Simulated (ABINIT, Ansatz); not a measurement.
# How the form of the self-energy moves the gap of Sr3SbN (Pm-3m)

Wanted: the gap of Sr3SbN (Pm-3m) under several approximations, with cost.

Main program and level: ABINIT 10.8.3; LDA and many-body steps on it, plane waves.

## 1. Set-up

The structure is cubic, space group Pm-3m (No. 221). Conventional cell: a = 5.195 Å, b = 5.195 Å, c = 5.195 Å, α = 90.00°, β = 90.00°, γ = 90.00°. Nearest to Sr lie 2 N at 2.60 Å. Sb has 12 Sr at 3.67 Å nearest. Nearest to N lie 6 Sr at 2.60 Å. Farther neighbours and most contacts between anions are not listed.

Structure file:

```cif
data_structure
_symmetry_space_group_name_H-M 'Pm-3m'
_symmetry_Int_Tables_number 221
_cell_length_a 5.1950
_cell_length_b 5.1950
_cell_length_c 5.1950
_cell_angle_alpha 90.000
_cell_angle_beta 90.000
_cell_angle_gamma 90.000
_cell_volume 140.20
loop_
_atom_site_label
_atom_site_type_symbol
_atom_site_symmetry_multiplicity
_atom_site_Wyckoff_symbol
_atom_site_fract_x
_atom_site_fract_y
_atom_site_fract_z
_atom_site_occupancy
Sr1 Sr 3 c 0.00000 0.50000 0.50000 1
Sb1 Sb 1 a 0.00000 0.00000 0.00000 1
N1 N 1 b 0.50000 0.50000 0.50000 1
```

The cell and positions are those that the Materials Project relaxed with its own functionals (PBE, PBE+U or r2SCAN), kept fixed. Spin-orbit coupling is left out unless a step names it.

## 2. Empty states on the mesh, 2×2×2 mesh, 491 bands

This step: ABINIT 10.8.3; DFT, LDA, plane waves, norm-conserving pseudopotentials.

The sums over transitions need many empty states on a uniform mesh; this step solves for them.

File run.abi:

```
acell 3*1.0 Angstrom
rprim 
  5.194965140000 0.000000000000 0.000000000000
  0.000000000000 5.194965140000 0.000000000000
  0.000000000000 0.000000000000 5.194965140000
ntypat 3
znucl 38 51 7
natom 5
typat 1 1 1 2 3
xred 
  0.000000000000 0.500000000000 0.500000000000
  0.500000000000 0.500000000000 0.000000000000
  0.500000000000 0.000000000000 0.500000000000
  0.000000000000 0.000000000000 0.000000000000
  0.500000000000 0.500000000000 0.500000000000
pp_dirpath "pseudos"
pseudos "Sr.upf, Sb.upf, N.upf"
ecut 40
ngkpt 2 2 2
nshiftk 1
shiftk 0 0 0
kptopt 1
chksymbreak 0
iscf -2
irdden 1
istwfk *1
nband 491
nbdbuf 44
tolwfr 1e-09
nstep 60
prtvol 0
indata_prefix "in"
outdata_prefix "out"
tmpdata_prefix "tmp"
```

Launch:

```sh
OMP_NUM_THREADS=1 mpirun -n 4 abinit run.abi > log
```

Numbers of over 12 decimals in the logs are rounded to 6 here.

The program printed:

```text
.Version 10.8.3 of ABINIT. v10.8.2 released Aug 2026.

 Symmetries : space group Pm -3 m (#221); Bravais cP (primitive cubic)
[... echo of the input left out ...]
== DATASET  1 ==================================================================
-   mpi_nproc: 4, omp_nthreads: 1 (-1 if OMP is not activated)

--- !DatasetInfo
iteration_state: {dtset: 1, }
dimensions: {natom: 5, nkpt: 4, mband: 491, nsppol: 1, nspinor: 1, nspden: 1, mpw: 11536, }
cutoff_energies: {ecut:  40.0, pawecutdg:  -1.0, }
[...]
4.38459    4.40875    4.40875    4.40876    4.45634    4.45635    4.45665    4.46285
   4.46286    4.46297    4.46466    4.46467    4.46468    4.46533    4.48676    4.50899
   4.51198    4.51866    4.51906
 prteigrs : prtvol=0 or 1, do not print more k-points.

== END DATASET(S) ==============================================================
================================================================================

 -outvars: echo values of variables after computation  --------
            nband         491
             nkpt           4
          spgroup         221
 [... the other variables as echoed above ...]

 Calculation completed.
```

Run time: 9 min. Hardware: 4 MPI ranks of Arm Neoverse V1, shared host; peak memory 0.94 GiB.

This step gave:

* gap: 0.2503 eV
* k of the valence top: 0, 0, 0
* k of the conduction bottom: 0, 0, 0
* least direct gap: 0.2503 eV
* k points computed: 4
* lowest point of the top converged band, above the valence top: 108.0654 eV

On this mesh the gap is 0.250 eV.

The density comes from a self-consistent run that is not shown.

## 3. Screening, 2×2×2 mesh, 199 bands, screening to 141.5 eV

The RPA dielectric matrix is built and inverted for each q.

This step: RPA screening on LDA, plane waves, norm-conserving pseudopotentials.

Changes to run.abi since step 2:

```diff
@@ -23,10 +23,11 @@
 chksymbreak 0
-iscf -2
-irdden 1
 istwfk *1
-nband 491
-nbdbuf 44
-tolwfr 1e-09
-nstep 60
-prtvol 0
+occopt 1
+irdwfk 1
+optdriver 3
+nband 199
+ecuteps 5.2
+inclvkb 2
+awtr 1
+symchi 1
 indata_prefix "in"
```

The program printed:

```text
.Version 10.8.3 of ABINIT. v10.8.2 released Aug 2026.

 Symmetries : space group Pm -3 m (#221); Bravais cP (primitive cubic)
[... echo of the input left out ...]
== DATASET  1 ==================================================================
-   mpi_nproc: 4, omp_nthreads: 1 (-1 if OMP is not activated)

--- !DatasetInfo
iteration_state: {dtset: 1, }
dimensions: {natom: 5, nkpt: 4, mband: 199, nsppol: 1, nspinor: 1, nspden: 1, mpw: 11536, }
cutoff_energies: {ecut:  40.0, pawecutdg:  -1.0, }
electrons: {nelect:   5.80000000E+01, charge:   0.00000000E+00, occopt:   1.00000000E+00, tsmear:   1.00000000E-02, }

 SCREENING: Calculation of the susceptibility and dielectric matrices

 Based on a program developped by R.W. Godby, V. Olevano, G. Onida, and L. Reining.
 Incorporated in ABINIT by V. Olevano, G.-M. Rignanese, and M. Torrent.
.Using double precision arithmetic ; gwpc =  8

[... cell and pseudopotentials left out ...]
--------------------------------------------------------------------------------

 ==== K-mesh for the wavefunctions ====
 Number of points in the irreducible wedge :     4
[... list of points left out ...]
 Together with 48 symmetry operations and time-reversal symmetry
 yields     8 points in the full Brillouin Zone.

 ==== Q-mesh for the screening function ====
 Number of points in the irreducible wedge :     4
[... list of points left out ...]
 Together with 48 symmetry operations and time-reversal symmetry
 yields     8 points in the full Brillouin Zone.

 setmesh: FFT mesh size selected  =    40x   40x   40
          total number of points  =        64000

 vcoul_init : cutoff-mode = AUXILIARY_FUNCTION
 q-points for optical limit:   1
     1)      0.000010    0.000020    0.000030

- screening: taking advantage of time-reversal symmetry
- Maximum band index for partially occupied states nbvw = 29
- Remaining bands to be divided among processors   nbcw = 170
- Number of bands treated by each node ~42

 Number of electrons calculated from density =   58.0000; Expected =   58.0000
 average of density, n =  0.061303
 r_s =    1.5733
 omega_plasma =   23.8835 [eV]

 calculating chi0 at frequencies [eV] :
  1    0.000000E+00    0.000000E+00
  2    0.000000E+00    2.388347E+01

--------------------------------------------------------------------------------
  q-point number  1        q = ( 0.000000, 0.000000, 0.000000) [r.l.u.]
--------------------------------------------------------------------------------
[... chi0 elements left out ...]
 For q-point:  0.000010 0.000020 0.000030
  dielectric constant = 186.7254
  dielectric constant without local fields = 215.2916

  Average fulfillment of the sum rule on Im[epsilon] for q-point    1 :     66.66  [%]
[... wings left out ...]
  q-point number  2        q = ( 0.500000, 0.000000, 0.000000) [r.l.u.]
--------------------------------------------------------------------------------
[... chi0 elements left out ...]
  Average fulfillment of the sum rule on Im[epsilon] for q-point    2 :     71.57  [%]

 [... 2 further q-points ...]
```

Elapsed: 79 s, on 4 MPI ranks; peak memory 2 GiB.

Numbers from this step:

| Item | Value |
| --- | --- |
| ε∞ with local fields, on this mesh, along the program's q direction | 186.7 |
| the same without local fields | 215.3 |
| plasma frequency | 23.88 eV |
| plane waves in the screening matrix | 515 |

Local fields lower ε∞ by 13 %. The value itself is an artefact of the mesh, where one narrow direct gap carries too much weight.

## 4. G0W0, Godby-Needs plasmon pole

The self-energy is evaluated for the states that the input lists, and the levels follow from it, in one-shot runs by the linearised quasiparticle equation.

This step: G0W0 on LDA, plane waves, norm-conserving pseudopotentials.

Changes to run.abi since step 3:

```diff
@@ -26,8 +26,15 @@
 irdwfk 1
-optdriver 3
+optdriver 4
 nband 199
+gwcalctyp 0
+ecutsigx 40
+symsigma 1
+nkptgw 1
+kptgw 
+  0.0000000000 0.0000000000 0.0000000000
+bdgw 
+  27 31
 ecuteps 5.2
-inclvkb 2
-awtr 1
-symchi 1
+irdscr 1
+ppmodel 1
 indata_prefix "in"
```

The program printed:

```text
.Version 10.8.3 of ABINIT. v10.8.2 released Aug 2026.

 Symmetries : space group Pm -3 m (#221); Bravais cP (primitive cubic)
[... echo of the input left out ...]
== DATASET  1 ==================================================================
-   mpi_nproc: 4, omp_nthreads: 1 (-1 if OMP is not activated)

--- !DatasetInfo
iteration_state: {dtset: 1, }
dimensions: {natom: 5, nkpt: 4, mband: 199, nsppol: 1, nspinor: 1, nspden: 1, mpw: 11536, }
cutoff_energies: {ecut:  40.0, pawecutdg:  -1.0, }
electrons: {nelect:   5.80000000E+01, charge:   0.00000000E+00, occopt:   1.00000000E+00, tsmear:   1.00000000E-02, }

 SIGMA: Calculation of the GW corrections

 Based on a program developped by R.W. Godby, V. Olevano, G. Onida, and L. Reining.
 Incorporated in ABINIT by V. Olevano, G.-M. Rignanese, and M. Torrent.
.Using double precision arithmetic ; gwpc =  8

[... cell and pseudopotentials left out ...]
--------------------------------------------------------------------------------

 ==== K-mesh for the wavefunctions ====
 Number of points in the irreducible wedge :     4
[... list of points left out ...]
 Together with 48 symmetry operations and time-reversal symmetry
 yields     8 points in the full Brillouin Zone.

 ==== Q-mesh for screening function ====
 Number of points in the irreducible wedge :     4
[... list of points left out ...]
 Together with 48 symmetry operations and time-reversal symmetry
 yields     8 points in the full Brillouin Zone.

 vcoul_init : cutoff-mode = AUXILIARY_FUNCTION
 q-points for optical limit:   1
     1)      0.000010    0.000020    0.000030
 setmesh: FFT mesh size selected  =    60x   60x   60
          total number of points  =       216000

 Number of electrons calculated from density =   58.0000; Expected =   58.0000
 average of density, n =  0.061303
 r_s =    1.5733
 omega_plasma =   23.8835 [eV]

 === KS Band Gaps ===
  >>>> For spin  1
   Minimum direct gap =   0.2503 [eV], located at k-point      :   0.0000  0.0000  0.0000
   Fundamental gap    =   0.2503 [eV], Top of valence bands at :   0.0000  0.0000  0.0000
                                       Bottom of conduction at :   0.0000  0.0000  0.0000
 SIGMA fundamental parameters:
 PLASMON POLE MODEL  1
 number of plane-waves for SigmaX                11459
 number of plane-waves for SigmaC and W            515
 number of plane-waves for wavefunctions         11459
 number of bands                                   199
 number of independent spin polarizations            1
 number of spinorial components                      1
 number of k-points in IBZ                           4
 number of q-points in IBZ                           4
 number of symmetry operations                      48
 number of k-points in BZ                            8
 number of q-points in BZ                            8
 number of frequencies for dSigma/dE                 9
 frequency step for dSigma/dE [eV]                0.25
 number of omega for Sigma on real axis              0
 max omega for Sigma on real axis  [eV]           0.00
 zcut for avoiding poles [eV]                     0.10

 EPSILON^-1 parameters (SCR file):
 dimension of the eps^-1 matrix on file            515
 dimension of the eps^-1 matrix used               515
 number of plane-waves for wavefunctions         11459
 number of bands                                   199
 number of q-points in IBZ                           4
 number of frequencies                               2
 number of real frequencies                          1
 number of imag frequencies                          1

 matrix elements of self-energy operator (all in [eV])

 Perturbative Calculation

--- !SelfEnergy_ee
iteration_state: {dtset: 1, }
kpoint     : [   0.000,    0.000,    0.000, ]
spin       : 1
KS_gap     :    0.250
QP_gap     :    0.454
Delta_QP_KS:    0.204
data: !SigmaeeData |
     Band     E0 <VxcDFT>   SigX SigC(E0)      Z dSigC/dE  Sig(E)    E-E0       E
       27   6.668 -14.898 -17.593   2.974   0.748  -0.337 -14.689   0.210   6.877
       28   6.668 -14.898 -17.593   2.974   0.748  -0.337 -14.689   0.210   6.877
       29   6.668 -14.898 -17.593   2.974   0.748  -0.337 -14.689   0.210   6.877
       30   6.918  -8.573  -4.116  -3.943   0.803  -0.245  -8.159   0.413   7.331
       31   6.918  -8.573  -4.116  -3.943   0.803  -0.245  -8.159   0.413   7.331

== END DATASET(S) ==============================================================
================================================================================

 -outvars: echo values of variables after computation  --------
           etotal      0.0000000000E+00
            nband         199
             nkpt           4
          spgroup         221
 [... the other variables as echoed above ...]

 Calculation completed.
```

Run time: 18 s. Hardware: 4 MPI ranks; peak memory 1.6 GiB.

This step gave:

```
G0W0 gap on the points computed              : 0.4540 eV
starting gap on the mesh                     : 0.2503 eV
k of the valence top                         : 0, 0, 0
k of the conduction bottom                   : 0, 0, 0
Z at the valence top                         : 0.748
Z at the conduction bottom                   : 0.803
least direct G0W0 gap on the computed points : 0.4540 eV
```

The gap on the mesh goes from 0.25 eV to 0.45 eV, a correction of +0.20 eV.

## 5. G0W0, von der Linden-Horsch plasmon pole

Changes to run.abi since step 4:

```diff
@@ -38,3 +38,3 @@
 irdscr 1
-ppmodel 1
+ppmodel 3
 indata_prefix "in"
```

The program printed:

```text
.Version 10.8.3 of ABINIT. v10.8.2 released Aug 2026.

 Symmetries : space group Pm -3 m (#221); Bravais cP (primitive cubic)
[... echo of the input left out ...]
== DATASET  1 ==================================================================
-   mpi_nproc: 4, omp_nthreads: 1 (-1 if OMP is not activated)

--- !DatasetInfo
iteration_state: {dtset: 1, }
dimensions: {natom: 5, nkpt: 4, mband: 199, nsppol: 1, nspinor: 1, nspden: 1, mpw: 11536, }
cutoff_energies: {ecut:  40.0, pawecutdg:  -1.0, }
electrons: {nelect:   5.80000000E+01, charge:   0.00000000E+00, occopt:   1.00000000E+00, tsmear:   1.00000000E-02, }

 SIGMA: Calculation of the GW corrections

 Based on a program developped by R.W. Godby, V. Olevano, G. Onida, and L. Reining.
 Incorporated in ABINIT by V. Olevano, G.-M. Rignanese, and M. Torrent.
.Using double precision arithmetic ; gwpc =  8

[... cell and pseudopotentials left out ...]
--------------------------------------------------------------------------------

 ==== K-mesh for the wavefunctions ====
 Number of points in the irreducible wedge :     4
[... list of points left out ...]
 Together with 48 symmetry operations and time-reversal symmetry
 yields     8 points in the full Brillouin Zone.

 ==== Q-mesh for screening function ====
 Number of points in the irreducible wedge :     4
[... list of points left out ...]
 Together with 48 symmetry operations and time-reversal symmetry
 yields     8 points in the full Brillouin Zone.

 vcoul_init : cutoff-mode = AUXILIARY_FUNCTION
 q-points for optical limit:   1
     1)      0.000010    0.000020    0.000030
 setmesh: FFT mesh size selected  =    60x   60x   60
          total number of points  =       216000

 Number of electrons calculated from density =   58.0000; Expected =   58.0000
[...]
number of q-points in IBZ                           4
 number of symmetry operations                      48
 number of k-points in BZ                            8
 number of q-points in BZ                            8
 number of frequencies for dSigma/dE                 9
 frequency step for dSigma/dE [eV]                0.25
 number of omega for Sigma on real axis              0
 max omega for Sigma on real axis  [eV]           0.00
 zcut for avoiding poles [eV]                     0.10

 EPSILON^-1 parameters (SCR file):
 dimension of the eps^-1 matrix on file            515
 dimension of the eps^-1 matrix used               515
 number of plane-waves for wavefunctions         11459
 number of bands                                   199
 number of q-points in IBZ                           4
 number of frequencies                               2
 number of real frequencies                          1
 number of imag frequencies                          1

 matrix elements of self-energy operator (all in [eV])

 Perturbative Calculation

--- !SelfEnergy_ee
iteration_state: {dtset: 1, }
kpoint     : [   0.000,    0.000,    0.000, ]
spin       : 1
KS_gap     :    0.250
QP_gap     :    0.359
Delta_QP_KS:    0.108
data: !SigmaeeData |
     Band     E0 <VxcDFT>   SigX SigC(E0)      Z dSigC/dE  Sig(E)    E-E0       E
       27   6.668 -14.898 -17.593   2.623   0.817  -0.223 -14.957  -0.058   6.609
       28   6.668 -14.898 -17.593   2.623   0.817  -0.223 -14.957  -0.058   6.609
       29   6.668 -14.898 -17.593   2.623   0.817  -0.223 -14.957  -0.058   6.609
       30   6.918  -8.573  -4.116  -4.399   0.861  -0.161  -8.523   0.050   6.968
       31   6.918  -8.573  -4.116  -4.399   0.861  -0.161  -8.523   0.050   6.968

== END DATASET(S) ==============================================================
================================================================================

 -outvars: echo values of variables after computation  --------
           etotal      0.0000000000E+00
            nband         199
             nkpt           4
          spgroup         221
 [... the other variables as echoed above ...]

 Calculation completed.
```

Wall time 14 s (4 MPI ranks); peak memory 1.5 GiB.

This step gave:

* G0W0 gap on the points computed: 0.359 eV
* starting gap on the mesh: 0.2503 eV
* k of the valence top: 0, 0, 0
* k of the conduction bottom: 0, 0, 0
* Z at the valence top: 0.817
* Z at the conduction bottom: 0.861
* least direct G0W0 gap on the computed points: 0.359 eV

Against G0W0 in ABINIT (2×2×2 mesh, 199 bands, screening to 141.5 eV, Godby-Needs plasmon pole), the gap moves by −0.095 eV.

[end of part 1 of 2]

[Paths, hosts, dates, memory and timing lines, banners, echoed tables and standing remarks are left out of the program output.]

[Logs are printed without paths, hosts, clocks, repeated set-up lines and the standing remarks that a program may print on its own settings, such as how far it seeks lower states.]

[Runs of the session that timed out or met a known fault of the program may be left out.]

[No measured gap is set beside runs whose start may be inverted or whose files or cutoffs have a known fault.]

[Hosts, paths, dates, database ids (printed as entryN), source tags and the programs' standing remarks are cut or masked in the printed files.]

[G0W0 gaps are taken among the corrected bands and points alone; a level outside them can change the order at an edge.]

[Where Ansatz stands beside ABINIT at settings called matched, ABINIT's density can come from a denser mesh and the files from another edition; pairs whose starting gaps differed by over 0.03 eV were left out, so agreement reads better than it is.]
